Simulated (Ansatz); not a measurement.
The compound is KCoBr3 (cubic perovskite) (Pm-3m).

The structure was built from a prototype and need not be the compound's stable phase.

Symmetry: Pm-3m, No. 221, cubic system. The conventional cell has a = 5.044 Å, b = 5.044 Å, c = 5.044 Å, α = 90.00°, β = 90.00°, γ = 90.00°. Nearest to K lie 12 Br at 3.57 Å. Co has 6 Br at 2.52 Å nearest. Nearest to Br lie 2 Co at 2.52 Å and 4 K at 3.57 Å. Farther neighbours and most contacts between anions are not listed.

```xyz
5
Lattice="0.0000 -5.0438 0.0000 0.0000 0.0000 5.0438 -5.0438 0.0000 0.0000" Properties=species:S:1:pos:R:3 pbc="T T T"
K     0.0000    0.0000    0.0000
Co   -2.5219   -2.5219    2.5219
Br    0.0000   -2.5219    2.5219
Br   -2.5219   -2.5219    0.0000
Br   -2.5219    0.0000    2.5219
```

The structure was relaxed with PBE. The structure type comes from a generator and need not be one that this composition takes. The structure was generated from a model, not taken from a measurement. The runs that relaxed it are not among those shown. The program's search for lower electronic states was switched off, so nothing shows that the state found is the lowest. PAW set soft_2, made with PBE.

A constrained-RPA run (Ansatz 0.2.0; non-magnetic PBE; Co d, bands v4 to c1, 4×4×4 mesh, medium accuracy) builds 5 functions on bands 2.7 eV wide, with 7.0 electrons in the window. The bare on-site interaction is 18.6 eV and the bare J 0.61 eV.

Question: Estimate U, U′ and J.

On the Co d shell, U = 3.74 eV (20 % of the bare value), U′ = 2.78 eV, J = 0.48 eV.

The parent state is non-magnetic and the interaction static (zero frequency); U depends on the window and the orbitals, so it belongs to this model alone.

[Paths, hosts, dates, memory and timing lines, banners, echoed tables and standing remarks are left out of the program output.]

[Logs are printed without paths, hosts, clocks, repeated set-up lines and the standing remarks that a program may print on its own settings, such as how far it seeks lower states.]

[Runs of the session that timed out or met a known fault of the program may be left out.]

[Hosts, paths, dates, database ids (printed as entryN), source tags and the programs' standing remarks are cut or masked in the printed files.]
